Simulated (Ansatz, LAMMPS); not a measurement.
# Convergence of a linear-scaling basis for glassy 44SiO2-26Al2O3-15K2O-15CaO (mol %) (91 atoms)

Wanted: errors and times of a linear-scaling basis for glassy 44SiO2-26Al2O3-15K2O-15CaO (mol %) (91 atoms). A setting counts as converged where the r.m.s. difference of forces stays under 1 % of the r.m.s. force.

Method: Kohn-Sham DFT, PBE, PAW (set soft_2), plane waves, in Ansatz 0.2.0.

Most raw output is cut from this account.

## 1. The starting structure

The cell holds 91 atoms: 12 Si, 14 Al, 8 K, 4 Ca and 53 O. Cell: a = 10.728 Å, b = 10.728 Å, c = 10.728 Å, α = 90.0°, β = 90.0°, γ = 90.0°. 91 atoms (12 Si, 14 Al, 8 K, 4 Ca, 53 O) placed at random at 2.68 g/cm³, melted at 4000 K for 10 ps at fixed volume with the Morse and Coulomb pair potential with partial charges (Pedone, Malavasi, Menziani, Cormack and Segre, J. Phys. Chem. B 110, 11780 (2006)). Quenched from 4000 K to 300 K at 25 K/ps and fixed volume, held 10 ps at zero pressure, then minimised at fixed cell.

Limits known from the start: The quench rate of 25 K/ps far exceeds what a furnace or splat quench reaches, so expect more defects and frozen-in strain than in a real sample. The starting topology of bonds comes from the classical model, and needn't be the one that DFT or experiment would give. Only the Γ point is sampled, in a cell whose shortest periodic width is 11 Å.

## 2. Making the structure

A classical potential supplies the starting structure, since it reaches far longer times than DFT.

This step: classical MD, Morse and Coulomb pair potential with partial charges (Pedone, Malavasi, Menziani, Cormack and Segre, J. Phys. Chem. B 110, 11780 (2006)) (LAMMPS 22 Jul 2025 - Update 4).

in.lmp reads:

```
# melt-quench of Si12Al14K8Ca4O53
units metal
atom_style charge
boundary p p p
region box block 0 10.8062 0 10.8062 0 10.8062
create_box 5 box
mass 1 28.0850   # Si
mass 2 26.9815   # Al
mass 3 39.0983   # K
mass 4 40.0780   # Ca
mass 5 15.9990   # O
create_atoms 1 random 12 589286 NULL overlap 1.5 maxtry 2000
create_atoms 2 random 14 589293 NULL overlap 1.5 maxtry 2000
create_atoms 3 random 8 589300 NULL overlap 1.5 maxtry 2000
create_atoms 4 random 4 589307 NULL overlap 1.5 maxtry 2000
create_atoms 5 random 53 589314 NULL overlap 1.5 maxtry 2000
pair_style hybrid/overlay pedone 5.5 coul/long 8.0
pair_coeff * * coul/long
pair_coeff 1 5 pedone 0.340554 2.006700 2.100000 1   # Si-O
pair_coeff 2 5 pedone 0.361581 1.900442 2.164818 0.9   # Al-O
pair_coeff 3 5 pedone 0.011612 2.062605 3.305308 5   # K-O
pair_coeff 4 5 pedone 0.030211 2.241334 2.923245 5   # Ca-O
pair_coeff 5 5 pedone 0.042395 1.379316 3.618701 22   # O-O
set type 1 charge 2.4
set type 2 charge 1.8
set type 3 charge 0.6
set type 4 charge 1.2
set type 5 charge -1.2
kspace_style pppm 1.0e-4
neigh_modify delay 0 every 1 check yes
thermo_style custom step time temp pe press density
thermo_modify norm yes
timestep 0.002
thermo 100
# [... 18 lines left out ...]
thermo 1666
fix md all npt temp 300 300 0.2 iso 0 0 2
run 5000 post no
unfix md
thermo 100
min_style cg
minimize 0 1e-3 2000 20000
write_dump all custom glass.dump id type xs ys zs modify sort id
```

Run with:

```sh
$ lmp -in in.lmp -log none -nocite
```

The job ended after 30 s (1 thread of Arm Neoverse V2, shared host; peak memory 0.074 GiB).

## 3. Plane-wave single point

The first run fixes the reference, at a cutoff of 420 eV.

input.yaml reads:

```yaml
crystal:
  lattice:
    - [10.72837, 0.0, 0.0]
    - [0.0, 10.72837, 0.0]
    - [0.0, 0.0, 10.72837]
  atoms:
    - { symbol: Si, position: [0.75424, 0.94328, 0.41894] }
    - { symbol: Si, position: [0.40684, 0.68979, 0.11791] }
    - { symbol: Si, position: [0.65031, 0.70459, 0.29351] }
    - { symbol: Si, position: [0.23099, 0.1676, 0.5907] }
    - { symbol: Si, position: [0.19665, 0.69746, 0.77035] }
    - { symbol: Si, position: [0.54456, 0.79914, 0.89134] }
    - { symbol: Si, position: [0.52543, 0.12792, 0.09518] }
    - { symbol: Si, position: [0.62166, 0.3663, 0.93613] }
    - { symbol: Si, position: [0.13231, 0.65732, 0.22592] }
    - { symbol: Si, position: [0.4289, 0.38057, 0.50892] }
    - { symbol: Si, position: [0.79833, 0.04188, 0.0282] }
    - { symbol: Si, position: [0.12145, 0.40316, 0.06399] }
    - { symbol: Al, position: [0.74301, 0.54159, 0.50911] }
    - { symbol: Al, position: [0.81233, 0.38673, 0.71239] }
    - { symbol: Al, position: [0.36548, 0.49111, 0.91245] }
    - { symbol: Al, position: [0.96403, 0.90223, 0.20564] }
    - { symbol: Al, position: [0.56402, 0.57304, 0.69242] }
    - { symbol: Al, position: [0.79354, 0.75717, 0.62266] }
    - { symbol: Al, position: [0.82719, 0.36306, 0.31654] }
    - { symbol: Al, position: [0.60363, 0.19713, 0.36446] }
    - { symbol: Al, position: [0.9378, 0.63226, 0.842] }
    - { symbol: Al, position: [0.85139, 0.49154, 0.06549] }
    - { symbol: Al, position: [0.96971, 0.29271, 0.50956] }
    - { symbol: Al, position: [0.79801, 0.761, 0.04655] }
    - { symbol: Al, position: [0.03868, 0.59461, 0.51716] }
    - { symbol: Al, position: [0.00535, 0.17284, 0.20633] }
    - { symbol: K, position: [0.08177, 0.92488, 0.4795] }
    - { symbol: K, position: [0.35792, 0.67493, 0.45071] }
    - { symbol: K, position: [0.30249, 0.0244, 0.28489] }
    - { symbol: K, position: [0.99346, 0.95945, 0.7404] }
    - { symbol: K, position: [0.15217, 0.40351, 0.73361] }
    - { symbol: K, position: [0.68301, 0.10201, 0.69104] }
    - { symbol: K, position: [0.49207, 0.89252, 0.56944] }
    - { symbol: K, position: [0.19375, 0.90018, 0.01909] }
    - { symbol: Ca, position: [0.17666, 0.37022, 0.34879] }
    - { symbol: Ca, position: [0.34243, 0.02326, 0.82881] }
    - { symbol: Ca, position: [0.94539, 0.23295, 0.86836] }
    - { symbol: Ca, position: [0.54012, 0.4389, 0.21166] }
    - { symbol: O, position: [0.12971, 0.66442, 0.63587] }
    - { symbol: O, position: [0.31466, 0.29571, 0.56619] }
    - { symbol: O, position: [0.43222, 0.78035, 0.00333] }
    - { symbol: O, position: [0.8015, 0.90258, 0.55505] }
    - { symbol: O, position: [0.8211, 0.40223, 0.47186] }
    - { symbol: O, position: [0.6624, 0.57671, 0.37036] }
    - { symbol: O, position: [0.73241, 0.32146, 0.84685] }
    - { symbol: O, position: [0.87098, 0.93732, 0.32942] }
    - { symbol: O, position: [0.52606, 0.91658, 0.80664] }
    - { symbol: O, position: [0.65895, 0.05384, 0.0798] }
    - { symbol: O, position: [0.40834, 0.06672, 0.03341] }
    - { symbol: O, position: [0.11849, 0.63634, 0.37328] }
    - { symbol: O, position: [0.8866, 0.14942, 0.09598] }
    - { symbol: O, position: [0.23146, 0.40186, 0.96532] }
    - { symbol: O, position: [0.45788, 0.49996, 0.59115] }
    - { symbol: O, position: [0.90165, 0.26262, 0.655] }
    - { symbol: O, position: [0.12085, 0.28227, 0.15598] }
    - { symbol: O, position: [0.68385, 0.07131, 0.42142] }
    - { symbol: O, position: [0.51447, 0.69528, 0.22338] }
    - { symbol: O, position: [0.50557, 0.42324, 0.86069] }
    - { symbol: O, position: [0.65657, 0.83371, 0.37144] }
    - { symbol: O, position: [0.8633, 0.74624, 0.76] }
    - { symbol: O, position: [0.75461, 0.71518, 0.19307] }
    - { symbol: O, position: [0.08856, 0.6798, 0.8727] }
    - { symbol: O, position: [0.10717, 0.18874, 0.51011] }
    - { symbol: O, position: [0.1345, 0.5241, 0.15606] }
    - { symbol: O, position: [0.69218, 0.45763, 0.03335] }
    - { symbol: O, position: [0.54476, 0.67228, 0.81378] }
    - { symbol: O, position: [0.38282, 0.42683, 0.37123] }
    - { symbol: O, position: [0.19457, 0.15337, 0.73412] }
    - { symbol: O, position: [0.03922, 0.76347, 0.18904] }
    - { symbol: O, position: [0.86811, 0.91137, 0.07308] }
    - { symbol: O, position: [0.8816, 0.46806, 0.21724] }
    - { symbol: O, position: [0.05722, 0.43509, 0.51245] }
    - { symbol: O, position: [0.07049, 0.02475, 0.21174] }
    - { symbol: O, position: [0.2404, 0.83701, 0.77243] }
    - { symbol: O, position: [0.69138, 0.2989, 0.27767] }
    - { symbol: O, position: [0.69559, 0.47964, 0.65912] }
    - { symbol: O, position: [0.66823, 0.80223, 0.97019] }
    - { symbol: O, position: [0.92173, 0.49367, 0.7632] }
    [... 7 atom lines left out ...]
    - { symbol: O, position: [0.50108, 0.15129, 0.24247] }
    - { symbol: O, position: [0.41068, 0.55172, 0.06175] }
    - { symbol: O, position: [0.86968, 0.63086, 0.98837] }
    - { symbol: O, position: [0.30374, 0.05072, 0.54094] }
    - { symbol: O, position: [0.98533, 0.40254, 0.00141] }
    - { symbol: O, position: [0.94674, 0.25004, 0.33784] }
kpoints:
  mp_grid: { grid: [1, 1, 1] }
hamiltonian:
  xc: pbe
scf:
  occupations: { method: fixed }
output:
  forces: true
  stress: true
  populations: intrinsic
  dos:
    method: { smearing: { sigma: 0.15 } }
    de: 0.1
    projected: { site_lists: { Al: [Al], Ca: [Ca], K: [K], O: [O], Si: [Si] } }
  eigenvalues: true
  write_density: true
  write_potential: true
  volumetric_format: npy
  elf: true
```

Run with:

```sh
$ ansatz run input.yaml --threads 4 --pin off --max-ram 8192MiB --backend cpu --events-out ev --progress --plain --runs-dir out
```

It took 17 s on 4 threads of Arm Neoverse V2, shared host; peak memory 1.5 GiB; 63 s of CPU time.

The run gave:

* free energy: -64909.9743 eV
* free energy per atom: -713.2964 eV/atom
* SCF cycles: 9
* pressure: 7.288 GPa
* r.m.s. force component: 0.786 eV/Å
* longest force: 3.288 eV/Å
* Fermi energy: 4.674 eV
* gap (highest filled to lowest empty level): 3.278 eV

The r.m.s. force component of 0.79 eV/Å and the pressure of 7.3 GPa set the scale for the differences below.

## 4. Support functions low

The cell is solved in localised support functions.

This step: Kohn-Sham DFT, PBE, PAW (set soft_2), localised support functions (low) (Ansatz 0.2.0).

input.yaml, the sections that differ from step 3:

```yaml
scf:
  occupations: { method: fixed }
  eigensolver: { kind: { support_functions: { accuracy: low } } }
  max_iter: 150
output:
  forces: true
  eigenvalues: true
# crystal, kpoints, hamiltonian: as in step 3
```

The job ended after 89 s (4 threads; peak memory 3.4 GiB).

The program notes that the band table was not solved further than the SCF left it and it switched symmetry off.

Keys that differ from the reference: support_functions.accuracy = "low" and scf.max_iter = 150.

Forces differ from the reference by 0.62 meV/Å r.m.s., 0.079 % of their size, well within a tolerance of 1 %; the energy by -4.4 meV/atom. It took 89 s and 12 cycles; the reference's time can't be set against it, since the two runs asked for unlike analyses.

## 5. Support functions medium

The cell is solved in localised support functions. Besides, the program derives a nominal cutoff of 464 eV for this run, against the reference's 420.

This step: Kohn-Sham DFT, PBE, PAW (set soft_2), localised support functions (medium) (Ansatz 0.2.0).

input.yaml, the sections that differ from step 4:

```yaml
scf:
  occupations: { method: fixed }
  eigensolver: { kind: { support_functions: { accuracy: medium } } }
  max_iter: 150
# crystal, kpoints, hamiltonian, output: as in step 4
```

It took 97 s on 4 threads; peak memory 3.5 GiB; 6.2 min of CPU time.

Keys that differ from the reference: support_functions.accuracy = "medium" and scf.max_iter = 150.

Forces differ from the reference by 0.56 meV/Å r.m.s., 0.071 % of their size, well within a tolerance of 1 %; the energy by -4.4 meV/atom. It took 97 s and 14 cycles; the reference's time can't be set against it, since the two runs asked for unlike analyses.

## 6. Support functions medium, radius 3.1 Å

The radius confines each support function; a larger one gives more freedom and more work per atom.

input.yaml, the sections that differ from step 5:

```yaml
scf:
  occupations: { method: fixed }
  eigensolver: { kind: { support_functions: { accuracy: medium, radius: 3.1 } } }
  max_iter: 150
# crystal, kpoints, hamiltonian, output: as in step 5
```

The job ended after 6.3 s (4 threads; peak memory 0.34 GiB).

The program refuses radii under 3.47 Å for these atoms at this level.

## 7. Another setting: scf.eigensolver.kind = "davidson"

Changed here: scf.eigensolver.kind = "davidson".

This step: Kohn-Sham DFT, PBE, PAW (set soft_2), plane waves (Ansatz 0.2.0).

input.yaml, the sections that differ from step 6:

```yaml
scf:
  occupations: { method: fixed }
  eigensolver: { kind: davidson }
output:
  forces: true
  stress: true
  populations: true
  dos:
    method: { smearing: { sigma: 0.1 } }
    de: 0.1
    projected: { site_lists: { Al: [Al], Ca: [Ca], K: [K], O: [O], Si: [Si] } }
  eigenvalues: true
# crystal, kpoints, hamiltonian: as in step 6
```

Wall time 28 s (4 threads); peak memory 1.6 GiB; 1.7 min of CPU time.

Forces differ from the reference by 0.005 meV/Å r.m.s., 7.0e-4 % of their size, well within a tolerance of 1 %. It took 28 s and 9 cycles; the reference's time can't be set against it, since the two runs asked for unlike analyses.

## 8. Cost against change

Each row is set against the plane-wave reference (Kohn-Sham DFT, PBE, PAW (set soft_2), plane waves; r.m.s. force component 0.786 eV/Å). Energies are set beside the reference only for runs with its functional, potentials and electron count. Times are for 4 threads of Arm Neoverse V2, shared host. The reference's time includes the DOS, ELF, the stress and grids, which some other runs skip.

```csv
run,"Δ force, r.m.s. (meV/Å)",share of r.m.s. force (%),Δ energy (meV/atom),Δ pressure (GPa),Δ gap (eV),cycles,time,host memory (GiB)
reference,-,-,-,-,-,9,17 s,1.5
support functions low,0.621,0.079,-4.39,-,2.0e-4,12,89 s,3.4
support functions medium,0.559,0.0711,-4.41,-,-1.0e-4,14,97 s,3.5
scf.eigensolver.kind = "davidson",0.005,7.0e-4,0,0,0,9,28 s,1.6
```

## 9. What the reference run shows

The comparisons rest on this run, so its electronic structure is set out here.

Length of the force by element:

```csv
element,coordination,atoms,mean length of the force (eV/Å),spread,least,most
Al,all,14,1.08,0.334,0.225,1.53
Ca,all,4,0.814,0.211,0.508,1.10
K,all,8,0.410,0.167,0.120,0.611
O,all,53,1.42,0.573,0.370,3.29
Si,all,12,1.26,0.466,0.441,2.21
```

Intrinsic-atomic-orbital charges by element:

```csv
element,coordination,atoms,mean charge (e),spread,least,most
Al,all,14,1.31,0.0404,1.24,1.40
Ca,all,4,1.80,0.0199,1.77,1.82
K,all,8,0.879,0.0137,0.861,0.899
O,all,53,-0.993,0.0836,-1.22,-0.889
Si,all,12,1.67,0.0447,1.55,1.71
```

States in the cell by windows of 1 eV, zero at the Fermi level; the larger projections on atomic orbitals stand beside the total:

```csv
from (eV),to (eV),total,O p,K p
-14,-13,11.4,0.1,11.2
-13,-12,29.5,0.2,29.0
-12,-11,7.0,0.1,6.8
-11,-10,0.0,0.0,0.0
-10,-9,3.2,2.2,0.0
-9,-8,5.1,3.5,0.0
-8,-7,10.5,7.4,0.0
-7,-6,18.7,14.1,0.0
-6,-5,26.3,20.5,0.0
-5,-4,37.5,30.4,0.1
-4,-3,52.5,44.9,0.1
-3,-2,60.5,55.4,0.1
-2,-1,60.7,57.3,0.1
-1,0,40.2,38.5,0.0
0,1,2.7,2.6,0.0
1,3,0.0,0.0,0.0
3,4,2.4,0.1,0.0
4,5,6.2,0.4,0.0
```

With fixed occupations the program's Fermi level is the highest filled level; weight inside the gap is the broadening of levels at its edges.

Between -26 and -14 eV lie 130 more states.

The stored curve holds about 496 of the 520 electrons; the rest, give or take the few that broadening carries across the Fermi level, lie in deeper levels below its range.

The levels nearest the highest filled one (over half full), pooled over k-points and spins:

```csv
level less the highest filled one (eV),occupation
-0.365,2
-0.332,2
-0.207,2
-0.109,2
-0.0615,2
0,2
3.28,0
4.06,0
4.62,0
4.83,0
5.02,0
5.11,0
```

Electrostatic potential energy in the ac plane at fractional y = 0.387, with atoms of Si and Al and K and Ca and O within 0.2 Å of it. With pseudopotentials it is smooth inside the atoms' cores, unlike the true potential.

Ten even steps from '0' (-42 eV) to '9' (11 eV), each cell a mean:
```
268775003898999872003799999952
899997325888898761002799999998
999999989988885244225789999999
999989999989984247778878999999
998655789999998789999987778999
986201479999999999999876666899
986200379999999999999866876899
998533689999999999999866766899
999888899999999999999987667999
999999999998767899999999889999
877999999974103799999999999988
734899999971000689999997337888
877898899974002799999994005888
999865678986567899999997337999
998510158962379999999997667899
997400037963489999999986676789
998621258999998888999976776799
999876788999987545799987666899
999988899999986213689999888999
999888999999986324789999999999
986557899999988777899999999999
872003799999999888999999988999
551001789999999998888999888875
044224347999999987667899988830
```
Columns run along a (10.7 Å; values clipped at the 3rd and 97th percentile), rows up along c (10.7 Å). Atoms in or near the plane, at fractional coordinates: Si at (0.43, 0.51), Si at (0.12, 0.06), Al at (0.81, 0.71), K at (0.15, 0.73), Ca at (0.18, 0.35), O at (0.82, 0.47), O at (0.23, 0.97), O at (0.99, 0.00).

[end of part 1 of 2]

[Logs are printed without paths, hosts, clocks, repeated set-up lines and the standing remarks that a program may print on its own settings, such as how far it seeks lower states.]

[Hosts, paths, dates, database ids (printed as entryN), source tags and the programs' standing remarks are cut or masked in the printed files.]
